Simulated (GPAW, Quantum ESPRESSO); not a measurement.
**Near-edge structure at the Ru L₃ edge of Ru (Ruthenium, P6_3/mmc)**

What does one-electron theory with a core hole give for the Ru L₃ edge of Ru (Ruthenium, P6_3/mmc)?

Main program and level: GPAW 26.7.0; X-ray absorption from dipole matrix elements to empty bands, plane-wave PAW PBE.

## (1) Starting point

Symmetry: P6_3/mmc, No. 194, hexagonal system. The conventional cell has a = 2.706 Å, b = 2.706 Å, c = 4.282 Å, α = 90.00°, β = 90.00°, γ = 120.00°. Ru has 12 Ru at 2.65 to 2.71 Å nearest.

## (2) Ground state of the crystal

A plain self-consistent run shows whether there is a gap, which decides the set-up of the core-hole run.

scf.py reads:

```python
import numpy as np
from ase import Atoms
from ase.parallel import parprint, paropen
from gpaw import GPAW, PW, FermiDirac, Mixer, MixerDif, setup_paths
from gpaw.test import gen
setup_paths.insert(0, '.')
gen('Ru', name='nch2p', xcname='PBE', corehole=(2, 1, 0), write_xml=True)
from gpaw.mpi import world
world.barrier()

atoms = Atoms('Ru2',
    cell=[[2.7058, 0, 0],
     [-1.3529, 2.34329154, 0],
     [0, 0, 4.2819]],
    scaled_positions=[[0.66666667, 0.33333333, 0.75],
     [0.33333333, 0.66666667, 0.25]],
    pbc=True)
atoms.calc = calc = GPAW(legacy_gpaw=True, mode=PW(500, force_complex_dtype=True), xc='PBE', setups={0: 'nch2p'},
    kpts={'size': (10, 10, 6), 'gamma': True}, occupations=FermiDirac(0.05),
    charge=0, mixer=Mixer(0.1, 5, 50), maxiter=150,
    convergence={'density': 0.0001, 'eigenstates': 1e-6}, txt='scf.txt')
energy = atoms.get_potential_energy() + calc.get_reference_energy()
ef = calc.get_fermi_level()
out = dict(energy=energy, fermi=ef, forces=atoms.get_forces().tolist())
parprint(f'all-electron energy {energy:.4f} eV, Fermi level {ef:.4f} eV')
ev = np.array([[calc.get_eigenvalues(k, s) for k in range(len(calc.get_ibz_k_points()))] for s in range(calc.get_number_of_spins())])
out['homo'], out['lumo'], out['counts'] = ev[ev < ef].max(), ev[ev > ef].min(), sorted(set((ev < ef).sum((0, 2)).tolist()))
out['filled'] = (ev[:, 0] < ef).sum(1).tolist()
import json
with paropen('out.json', 'w') as f:
    json.dump(out, f)
```

Command:

```console
> OMP_NUM_THREADS=1 mpirun -n 4 gpaw python scf.py
```

Numbers of over 12 decimals in the logs are rounded to 6 here.

Log:

```text
Input parameters:
  convergence: {density: 0.0001,
                eigenstates: 1e-06}
  kpts: {gamma: True,
         size: (10, 10, 6)}
  maxiter: 150
  mixer: {backend: pulay,
          beta: 0.1,
          method: separate,
          nmaxold: 5,
          weight: 50}
  mode: {ecut: 500.0,
         force_complex_dtype: True,
         name: pw}
  occupations: {fixmagmom: False,
                name: fermi-dirac,
                width: 0.05}
  setups: {0: nch2p}
  xc: PBE

Initialize ...

[... PAW data sets ...]

Reference energy: -246490.251148  # eV

Spin-paired calculation

[... convergence settings ...]
Symmetries present (total): 4
  [... symmetry matrices ...]

600 k-points: 10 x 10 x 6 Monkhorst-Pack grid + [1/20,1/20,1/12]
110 k-points in the irreducible part of the Brillouin zone
       k-points in crystal coordinates                weights
   0:     0.00000000    0.00000000    0.00000000          1/600
   1:     0.00000000    0.00000000    0.16666667          2/600
   2:     0.00000000    0.00000000    0.33333333          2/600
   3:     0.00000000    0.00000000    0.50000000          1/600
   4:     0.10000000    0.00000000   -0.33333333          6/600
   5:     0.10000000    0.00000000   -0.16666667          6/600
   6:     0.10000000    0.00000000    0.00000000          6/600
   7:     0.10000000    0.00000000    0.16666667          6/600
   8:     0.10000000    0.00000000    0.33333333          6/600
   9:     0.10000000    0.00000000    0.50000000          6/600
          ...
 109:     0.50000000    0.50000000    0.50000000          3/600

Wave functions: Plane wave expansion
  Cutoff energy: 500.000 eV
  Number of coefficients (min, max): 670, 703
  Pulay-stress correction: 0.000000 eV/Ang^3 (de/decut=0.000000)
  Using FFTW library
  Wavefunction extrapolation:
    Improved wavefunction reuse through dual PAW basis

Occupation numbers: Fermi-Dirac:
  width: 0.0500  # eV

Eigensolver
   Davidson(niter=2)

Densities:
  Coarse grid: 14*14*24 grid
  Fine grid: 28*28*48 grid
  Total Charge: 0.000000

Density mixing:
  Method: separate
  Backend: pulay
  Linear mixing parameter: 0.1
  old densities: 5
  Width of damping distribution: 1.1
  Damping of long wavelength oscillations: 50

[... Hamiltonian set-up ...]
Number of atoms: 2
Number of atomic orbitals: 26
Number of bands in calculation: 24
Number of valence electrons: 32
Bands to converge: occupied

... initialized

Initializing position-dependent things.

Density initialized from atomic densities
Creating initial wave functions:
  24 bands from LCAO basis set

          Ru

        Ru

Atomic positions and initial magnetic moments

Positions:
   0 Ru     1.352900    0.781097    3.211425    ( 0.0000,  0.0000,  0.0000)
   1 Ru    -0.000000    1.562194    1.070475    ( 0.0000,  0.0000,  0.0000)

Unit cell:
           periodic     x           y           z      points  spacing
  1. axis:    yes    2.705800    0.000000    0.000000    14     0.1674
  2. axis:    yes   -1.352900    2.343292    0.000000    14     0.1674
  3. axis:    yes    0.000000    0.000000    4.281900    24     0.1784

  Lengths:   2.705800   2.705800   4.281900
  Angles:   90.000000  90.000000 120.000000

Effective grid spacing dv^(1/3) = 0.1794

iter:   1   -20.461040
iter:   2   -19.883371   -2.06  -1.29
iter:   3   -18.969509   -1.17  -1.37
iter:   4   -19.000011   -2.91  -2.02
iter:   5   -18.975277   -3.28  -1.96
iter:   6   -18.923638   -2.78  -2.10
iter:   7   -18.921515   -4.11  -2.68
iter:   8   -18.920622c  -4.56  -2.94
iter:   9   -18.920676c  -4.87  -3.38
iter:  10   -18.920656c  -6.27c -3.89
iter:  11   -18.920673c  -7.87c -4.67c

Converged after 11 iterations.

Dipole moment: (-0.000008, 0.000005, -0.000018) |e|*Ang

Energy contributions relative to reference atoms: (reference = -246490.251148)

Kinetic:         -4.412616
Potential:       -2.875024
External:        +0.000000
XC:             -11.264352
Entropy (-ST):   -0.015609
Local:           -0.360877
SIC:             +0.000000
--------------------------
Free energy:    -18.928477
Extrapolated:   -18.920673

Showing only first 2 kpts
 Kpt  Band  Eigenvalues  Occupancy
  0    14     11.53549    2.00000
  0    15     12.00228    2.00000
  0    16     12.09508    2.00000
  0    17     14.55921    0.00000

  1    14     11.36109    2.00000
  1    15     12.39777    2.00000
  1    16     12.47840    2.00000
  1    17     13.79955    0.00202

Fermi level: 13.45463

No gap
No difference between direct/indirect transitions

Forces in eV/Ang:
  0 Ru    0.00000   -0.04039    0.00345
  1 Ru    0.00000    0.04039   -0.00345
Scalar-relativistic atomic PBE calculation for Ru (Ruthenium, Z=44)
Core hole in 2p state (2p occupation: 6.0)
750 radial gridpoints.
|------------------------------------------------|
|------------------------------------------------|
[... the atom generator's iteration count ...]

Energy contributions:
-------------------------
Kinetic:    +4680.827514
XC:          -133.351046
Potential:  -9076.651353
-------------------------
Total:      -4529.174885

state      eigenvalue         ekin         rmax
-----------------------------------------------
1s^2.0 :  -805.500145  1022.359522        0.022
2s^2.0 :  -115.844280   208.451133        0.123
2p^6.0 :  -103.816930   199.966889        0.098
3s^2.0 :   -20.400320    56.224932        0.362
3p^6.0 :   -16.436514    52.092231        0.355
3d^10.0:   -10.037321    46.403497        0.301
4s^2.0 :    -2.804562    13.268752        0.915
4p^6.0 :    -1.706014    10.830135        0.983
4d^7.0 :    -0.191224     5.373847        1.213
5s^1.0 :    -0.155686     1.231410        2.737
5p^0.0 :    -0.033564     0.456738        3.957
-----------------------------------------------
(units: Bohr and Hartree)

Generating PAW setup
Kinetic energy of the core from tauc = 4649.502053807747
Cutoffs:
rc(s)=2.420
rc(p)=2.430
rc(d)=2.370
rc(vbar)=2.420
rc(comp)=2.330
rc(nct)=2.430

Kinetic energy of the core states: 4550.460862
Charge: 0.0
Core electrons: 28.0
Valence electrons: 16.0
Pseudo-core charge: 0.000089
Shape function alpha=1.842
Pseudo-electron charge 6.811124
state    eigenvalue         norm
--------------------------------
4s(2) :    -2.804562     0.265504
5s(1) :    -0.155686     1.006473
4p(6) :    -1.706014     0.232052
5p(0) :    -0.033564     0.990690
4d(7) :    -0.191224     0.554463
*d    :     0.808776
--------------------------------

Diagonalizing with gridspacing h=0.050

state   all-electron     PAW
-------------------------------
4s:      -2.804562    -2.805127
4p:      -1.706014    -1.706474
4d:      -0.191224    -0.192488
*f:                    0.067252
-------------------------------
all-electron energy -246509.1718 eV, Fermi level 13.4546 eV
```

Elapsed: 9.3 s, on 4 MPI ranks of Arm Neoverse V2, shared host; peak memory 0.18 GiB; 37 s of CPU time.

The mesh shows no gap, so the system is treated as a metal and the core electron is put at the Fermi level (neutral cell).

## (3) Spectrum without a core hole, Ru atom 1

Without a hole the spectrum is the empty density of states of the right symmetry on the absorber, weighted by matrix elements. It needs only the small cell and serves as the baseline. The data set with a hole of occupation 0 only carries the core orbital.

The absorber has 6 Ru at 2.65 Å and 6 Ru at 2.71 Å (anticuboctahedral, as in hcp, site symmetry -6m2).

xas.py reads:

```python
import numpy as np
from ase import Atoms
from ase.parallel import parprint, paropen
from gpaw import GPAW, PW, FermiDirac, Mixer, MixerDif, setup_paths
from gpaw.test import gen
setup_paths.insert(0, '.')
gen('Ru', name='nch2p', xcname='PBE', corehole=(2, 1, 0), write_xml=True)
from gpaw.mpi import world
world.barrier()

atoms = Atoms('Ru2',
    cell=[[2.7058, 0, 0],
     [-1.3529, 2.34329154, 0],
     [0, 0, 4.2819]],
    scaled_positions=[[0.66666667, 0.33333333, 0.75],
     [0.33333333, 0.66666667, 0.25]],
    pbc=True)
atoms.calc = calc = GPAW(legacy_gpaw=True, mode=PW(500, force_complex_dtype=True), xc='PBE', setups={0: 'nch2p'},
    kpts={'size': (14, 14, 8), 'gamma': True}, occupations=FermiDirac(0.1),
    charge=0, mixer=Mixer(0.1, 5, 50), maxiter=150,
    convergence={'density': 0.0001, 'eigenstates': 1e-6}, txt='scf.txt')
energy = atoms.get_potential_energy() + calc.get_reference_energy()
ef = calc.get_fermi_level()
out = dict(energy=energy, fermi=ef, forces=atoms.get_forces().tolist())
parprint(f'all-electron energy {energy:.4f} eV, Fermi level {ef:.4f} eV')
ev = np.array([[calc.get_eigenvalues(k, s) for k in range(len(calc.get_ibz_k_points()))] for s in range(calc.get_number_of_spins())])
out['homo'], out['lumo'], out['counts'] = ev[ev < ef].max(), ev[ev > ef].min(), sorted(set((ev < ef).sum((0, 2)).tolist()))
out['filled'] = (ev[:, 0] < ef).sum(1).tolist()

from ase.units import Ha
from gpaw.xas import dipole_matrix_elements
nb = int(calc.get_number_of_electrons() / 2) + 30
top = nb
nscf = calc.fixed_density(kpts={'size': (9, 9, 5), 'gamma': True},
    convergence={'eigenstates': 1.0}, txt='nscf.txt')
nscf.diagonalize_full_hamiltonian(nbands=nb)
cell = atoms.cell.array
ops = [cell.T @ U.T @ np.linalg.inv(cell.T) for U in nscf.wfs.kd.symmetry.op_scc]
E = np.arange(-25, 34, 0.1)
fwhm = np.interp(E, [4, 25], [2, 3.5])
Y, X, zero, highest = 0, 0, 1e9, 1e9
for spin in range(nscf.get_number_of_spins()):
    wfs = nscf.wfs
    A = dipole_matrix_elements(wfs.setups[0])
    eps = np.zeros((wfs.kd.nibzkpts, nb))
    d = np.zeros((3, A.shape[1], wfs.kd.nibzkpts, nb), complex)
    for kpt in wfs.kpt_u:
        if kpt.s == spin and 0 in kpt.P_ani:
            eps[kpt.k] = kpt.eps_n * Ha
            d[:, :, kpt.k] = (kpt.weight * wfs.nspins / 2) ** 0.5 * np.inner(A, kpt.P_ani[0])
    world.sum(eps)
    world.sum(d)
    T = np.einsum('amkn,bmkn->abkn', d, d.conj()).real
    T = sum(np.einsum('ai,ijkn,bj->abkn', R, T, R) for R in ops) / len(ops)
    empty = eps > ef
    zero, highest = min(zero, eps[empty].min()), min(highest, eps[:, top - 1].min())
    lines = [(eps, T, empty)] if spin == 0 else lines + [(eps, T, empty)]
for eps, T, empty in lines:
    f = np.einsum('aakn->akn', T).reshape(3, -1)
    x = eps.ravel() - zero
    w = np.interp(x, E, fwhm) / 2.35482
    g = np.exp(-0.5 * ((E[:, None] - x) / w) ** 2) / (w * (2 * np.pi) ** 0.5)
    Y = Y + (f * empty.ravel()) @ g.T
    X = X + (f * ~empty.ravel()) @ g.T
out.update(E=E.round(2).tolist(), xas=Y.tolist(), xes=X.tolist(), zero=zero, valid=highest - zero, nk=len(eps), nb=nb)
for i in range(0, len(E), 10):
    parprint(f'{E[i]:7.2f}', *(f'{v:10.3e}' for v in Y[:, i]))
import json
with paropen('out.json', 'w') as f:
    json.dump(out, f)
```

Command:

```console
> OMP_NUM_THREADS=1 mpirun -n 4 gpaw python xas.py
```

Log:

```text
Input parameters:
  convergence: {density: 0.0001,
                eigenstates: 1e-06}
  kpts: {gamma: True,
         size: (14, 14, 8)}
  maxiter: 150
  mixer: {backend: pulay,
          beta: 0.1,
          method: separate,
          nmaxold: 5,
          weight: 50}
  mode: {ecut: 500.0,
         force_complex_dtype: True,
         name: pw}
  occupations: {fixmagmom: False,
                name: fermi-dirac,
[...]
*d    :     0.808776
--------------------------------

Diagonalizing with gridspacing h=0.050

state   all-electron     PAW
-------------------------------
4s:      -2.804562    -2.805127
4p:      -1.706014    -1.706474
4d:      -0.191224    -0.192488
*f:                    0.067252
-------------------------------
all-electron energy -246509.1938 eV, Fermi level 13.4447 eV
[...]
32.00  6.209e-06  5.519e-06  6.053e-06
  33.00  5.315e-06  4.655e-06  5.401e-06
[key lines of the parts left out:]
Converged after 10 iterations.
Dipole moment: (0.000000, -0.000000, 0.000000) |e|*Ang
Free energy:    -18.971574
Fermi level: 13.44475
```

Wall time 32 s (4 MPI ranks); peak memory 0.27 GiB; 2.2 min of CPU time.

The Ru L₃ spectrum, Ru atom 1, no core hole (energy from the lowest empty level; intensity scaled to a mean of 1 over the first 20 eV; polarised curves are means over the symmetry-equivalent atoms):

| E (eV) | isotropic | ε ⊥ c | ε ∥ c |
| --- | --- | --- | --- |
| -2.0 | 0.03 | 0.04 | 0.03 |
| -1.4 | 0.18 | 0.20 | 0.15 |
| -0.8 | 0.68 | 0.72 | 0.61 |
| -0.2 | 1.75 | 1.80 | 1.64 |
| 0.4 | 3.15 | 3.19 | 3.09 |
| 1.0 | 4.09 | 4.08 | 4.12 |
| 1.6 | 3.86 | 3.82 | 3.94 |
| 2.2 | 2.73 | 2.70 | 2.79 |
| 2.8 | 1.59 | 1.58 | 1.60 |
| 3.4 | 0.93 | 0.93 | 0.92 |
| 4.0 | 0.65 | 0.65 | 0.65 |
| 4.6 | 0.56 | 0.57 | 0.55 |
| 5.2 | 0.53 | 0.54 | 0.51 |
| 5.8 | 0.50 | 0.50 | 0.50 |
| 6.4 | 0.46 | 0.45 | 0.49 |
| 7.0 | 0.40 | 0.38 | 0.44 |
| 7.6 | 0.33 | 0.31 | 0.37 |
| 8.2 | 0.27 | 0.26 | 0.30 |
| 8.8 | 0.27 | 0.26 | 0.29 |
| 9.4 | 0.35 | 0.35 | 0.36 |
| 10.0 | 0.50 | 0.50 | 0.48 |
| 10.6 | 0.66 | 0.67 | 0.62 |
| 11.2 | 0.77 | 0.78 | 0.73 |
| 11.8 | 0.80 | 0.81 | 0.77 |
| 12.4 | 0.78 | 0.78 | 0.77 |
| 13.0 | 0.73 | 0.73 | 0.74 |
| 13.6 | 0.71 | 0.71 | 0.71 |
| 14.2 | 0.72 | 0.73 | 0.72 |
| 14.8 | 0.77 | 0.79 | 0.75 |
| 15.4 | 0.83 | 0.85 | 0.79 |
| 16.0 | 0.85 | 0.87 | 0.80 |
| 16.6 | 0.83 | 0.85 | 0.79 |
| 17.2 | 0.79 | 0.79 | 0.77 |
| 17.8 | 0.74 | 0.73 | 0.76 |
| 18.4 | 0.69 | 0.67 | 0.73 |
| 19.0 | 0.64 | 0.61 | 0.69 |
| 19.6 | 0.57 | 0.55 | 0.62 |
| 20.2 | 0.52 | 0.50 | 0.54 |
| 20.8 | 0.47 | 0.47 | 0.48 |
| 21.4 | 0.45 | 0.45 | 0.45 |
| 22.0 | 0.45 | 0.45 | 0.44 |
| 22.6 | 0.46 | 0.46 | 0.46 |
| 23.2 | 0.47 | 0.47 | 0.48 |
| 23.8 | 0.49 | 0.48 | 0.51 |
| 24.4 | 0.50 | 0.49 | 0.53 |
| 25.0 | 0.52 | 0.50 | 0.55 |
| 25.6 | 0.54 | 0.52 | 0.57 |
| 26.2 | 0.56 | 0.55 | 0.58 |
| 26.8 | 0.58 | 0.58 | 0.59 |
| 27.4 | 0.61 | 0.62 | 0.60 |
| 28.0 | 0.63 | 0.65 | 0.60 |
| 28.6 | 0.66 | 0.68 | 0.60 |
| 29.2 | 0.67 | 0.70 | 0.61 |
| 29.8 | 0.67 | 0.70 | 0.61 |
| 30.4 | 0.65 | 0.67 | 0.61 |
| 31.0 | 0.61 | 0.63 | 0.59 |
| 31.6 | 0.57 | 0.57 | 0.57 |

Main maxima below 30 eV (height): 1.2 eV (4.16), 11.8 eV (0.80), 16.0 eV (0.85) and 29.4 eV (0.67). At an L edge the dipole rule selects empty d (and weakly s) states on the absorber, and the strong line at the onset measures the empty part of its d band.

The same matrix elements for filled bands give the Ru L₃ emission of Ru atom 1 (ground-state approximation; energy from the lowest empty level, largest value 1):

| E (eV) | emission |
| --- | --- |
| -24.00 | 0.00 |
| -23.25 | 0.00 |
| -22.50 | 0.00 |
| -21.75 | 0.00 |
| -21.00 | 0.00 |
| -20.25 | 0.00 |
| -19.50 | 0.00 |
| -18.75 | 0.00 |
| -18.00 | 0.00 |
| -17.25 | 0.00 |
| -16.50 | 0.00 |
| -15.75 | 0.00 |
| -15.00 | 0.00 |
| -14.25 | 0.00 |
| -13.50 | 0.00 |
| -12.75 | 0.00 |
| -12.00 | 0.00 |
| -11.25 | 0.00 |
| -10.50 | 0.00 |
| -9.75 | 0.00 |
| -9.00 | 0.00 |
| -8.25 | 0.00 |
| -7.50 | 0.03 |
| -6.75 | 0.13 |
| -6.00 | 0.33 |
| -5.25 | 0.54 |
| -4.50 | 0.67 |
| -3.75 | 0.77 |
| -3.00 | 0.90 |
| -2.25 | 1.00 |
| -1.50 | 0.94 |
| -0.75 | 0.70 |
| 0.00 | 0.36 |
| 0.75 | 0.12 |
| 1.50 | 0.02 |
| 2.25 | 0.00 |
| 3.00 | 0.00 |

Emission maxima: -2.2 eV (1.00).

## (4) Reference energy of the supercell

The photon energy needs a difference of total energies, so the cell and mesh of the coming hole run are first run without a hole.

scf.py: that of step 2 with these lines changed.

```diff
@@ -10,11 +10,25 @@
 
-atoms = Atoms('Ru2',
-    cell=[[2.7058, 0, 0],
-     [-1.3529, 2.34329154, 0],
-     [0, 0, 4.2819]],
-    scaled_positions=[[0.66666667, 0.33333333, 0.75],
-     [0.33333333, 0.66666667, 0.25]],
+atoms = Atoms('Ru16',
+    cell=[[0, -4.68658308, -4.2819],
+     [0, 4.68658308, -4.2819],
+     [5.4116, 0, 4.2819]],
+    scaled_positions=[[0.66666667, 0.83333333, 0.25],
+     [0.16666667, 0.33333333, 0.25],
+     [0.91666667, 0.08333333, 0.75],
+     [0.54166667, 0.20833333, 0.5],
+     [0.29166667, 0.95833333, 0],
+     [0.41666667, 0.58333333, 0.75],
+     [0.04166667, 0.70833333, 0.5],
+     [0.79166667, 0.45833333, 0],
+     [0.70833333, 0.04166667, 0],
+     [0.20833333, 0.54166667, 0],
+     [0.95833333, 0.29166667, 0.5],
+     [0.58333333, 0.41666667, 0.25],
+     [0.33333333, 0.16666667, 0.75],
+     [0.45833333, 0.79166667, 0.5],
+     [0.08333333, 0.91666667, 0.25],
+     [0.83333333, 0.66666667, 0.75]],
     pbc=True)
 atoms.calc = calc = GPAW(legacy_gpaw=True, mode=PW(500, force_complex_dtype=True), xc='PBE', setups={0: 'nch2p'},
-    kpts={'size': (10, 10, 6), 'gamma': True}, occupations=FermiDirac(0.05),
+    kpts={'size': (3, 3, 3), 'gamma': True}, occupations=FermiDirac(0.1),
     charge=0, mixer=Mixer(0.1, 5, 50), maxiter=150,
```

Command:

```console
> OMP_NUM_THREADS=1 mpirun -n 4 gpaw python scf.py
```

Log:

```text
Input parameters:
  convergence: {density: 0.0001,
                eigenstates: 1e-06}
  kpts: {gamma: True,
         size: (3, 3, 3)}
  maxiter: 150
  mixer: {backend: pulay,
          beta: 0.1,
          method: separate,
          nmaxold: 5,
          weight: 50}
  mode: {ecut: 500.0,
         force_complex_dtype: True,
         name: pw}
  occupations: {fixmagmom: False,
                name: fermi-dirac,
[...]
5s(1) :    -0.155686     1.006473
4p(6) :    -1.706014     0.232052
5p(0) :    -0.033564     0.990690
4d(7) :    -0.191224     0.554463
*d    :     0.808776
--------------------------------

Diagonalizing with gridspacing h=0.050

state   all-electron     PAW
-------------------------------
4s:      -2.804562    -2.805127
4p:      -1.706014    -1.706474
4d:      -0.191224    -0.192488
*f:                    0.067252
-------------------------------
all-electron energy -1972073.1786 eV, Fermi level 13.3848 eV
[key lines of the parts left out:]
Converged after 21 iterations.
Dipole moment: (-0.000016, 0.000009, -0.000013) |e|*Ang
Free energy:   -151.400471
Fermi level: 13.38481
```

The job ended after 3.2 min (4 MPI ranks; peak memory 0.46 GiB).

Reference energy: -1972073.179 eV with the cores included.

[end of part 1 of 2]

[Banner, clock and machine lines of the logs are left out without a mark of their own.]

[Logs are printed without paths, hosts, clocks, repeated set-up lines and the standing remarks that a program may print on its own settings, such as how far it seeks lower states.]

[Hosts, paths, dates, database ids (printed as entryN), source tags and the programs' standing remarks are cut or masked in the printed files.]

[Lists of maxima count a maximum above −3 eV only where it reaches 4 % of the highest in the window and stands out from its surroundings by 2 % of it (1.5 % where it reaches 55 %); shoulders and weaker maxima are passed over, and of the rest the first, up to two pre-edge ones and the few strongest are named.]
